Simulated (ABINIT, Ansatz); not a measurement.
Entries from a set of simulations; values are calculated unless marked as measured.

```cif
data_cscdcl3
_symmetry_space_group_name_H-M 'Pm-3m'
_symmetry_Int_Tables_number 221
_cell_length_a 5.2000
_cell_length_b 5.2000
_cell_length_c 5.2000
_cell_angle_alpha 90.000
_cell_angle_beta 90.000
_cell_angle_gamma 90.000
_cell_volume 140.61
loop_
_atom_site_label
_atom_site_type_symbol
_atom_site_symmetry_multiplicity
_atom_site_Wyckoff_symbol
_atom_site_fract_x
_atom_site_fract_y
_atom_site_fract_z
_atom_site_occupancy
Cs1 Cs 1 a 0.00000 0.00000 0.00000 1
Cd1 Cd 1 b 0.50000 0.50000 0.50000 1
Cl1 Cl 3 c 0.00000 0.50000 0.50000 1
_calc_subject 'Quasiparticle gap of CsCdCl3 (Pm-3m) in ABINIT'
_calc_method 'RPA screening on LDA, plane waves, norm-conserving pseudopotentials (and 2 further levels or steps)'
_calc_program 'ABINIT 10.8.3'
_calc_settings 'cutoff 47 Ha, PseudoDojo scalar-relativistic 0.4.1 standard, norm-conserving, potential set dojo-sr-lda-0.4.1-standard, ngkpt (2, 2, 2), nband 444, ecuteps 8 Ha, inclvkb 2, shiftk (0, 0, 0), symchi 1, awtr 1, frequency ppm, 2×2×2 k-mesh'
_calc_cost '5 runs, 27 min in all on 4 MPI ranks of Intel Xeon Platinum 8375C at 2.90GHz (Ice Lake), shared host'
_calc_notes 'The database entry behind the starting cell is an old determination (1928). The cell and positions come from the Crystallography Open Database and are kept as given unless a step says otherwise. Limits: d shell near the gap, gap tends to lie low; no spin-orbit coupling. The 2×2×2 mesh is coarse for this cell, which bears on the long-range parts of exchange and screening.'
_calc_lda_gap '1.51 eV, indirect'
_calc_g0w0_gap_on_the_mesh '3.72 eV'
_calc_gw_settings '2×2×2 mesh, 444 bands, screening to 217.7 eV, Godby-Needs plasmon pole'
_calc_known_limits 'short of the basis limit; d shell near the gap, gap tends to lie low; no spin-orbit coupling; coarse k mesh'
```

[Long decimals in the printed logs are rounded to 6 places.]

[Logs are printed without paths, hosts, clocks, repeated set-up lines and the standing remarks that a program may print on its own settings, such as how far it seeks lower states.]

[Paths, hosts, dates, memory and timing lines, banners, echoed tables and standing remarks are left out of the program output; an Ansatz launch command may be rebuilt from the run's recorded settings. Measured values are a selection of at most five: reports struck by readers or far from the other reports are left out. None is set beside runs whose start may be inverted or whose files or cutoffs have a known fault.]

[Runs of the session that timed out or met a known fault of the program may be left out.]

[Hosts, paths, dates, database ids (printed as entryN), source tags and the programs' standing remarks are cut or masked in the printed files.]

[G0W0 gaps are taken among the corrected bands and points alone; a level outside them can change the order at an edge.]

[Where Ansatz stands beside ABINIT at settings called matched, ABINIT's density can come from a denser mesh and the files from another edition; pairs whose starting gaps differed by over 0.03 eV were left out, so agreement reads better than it is.]
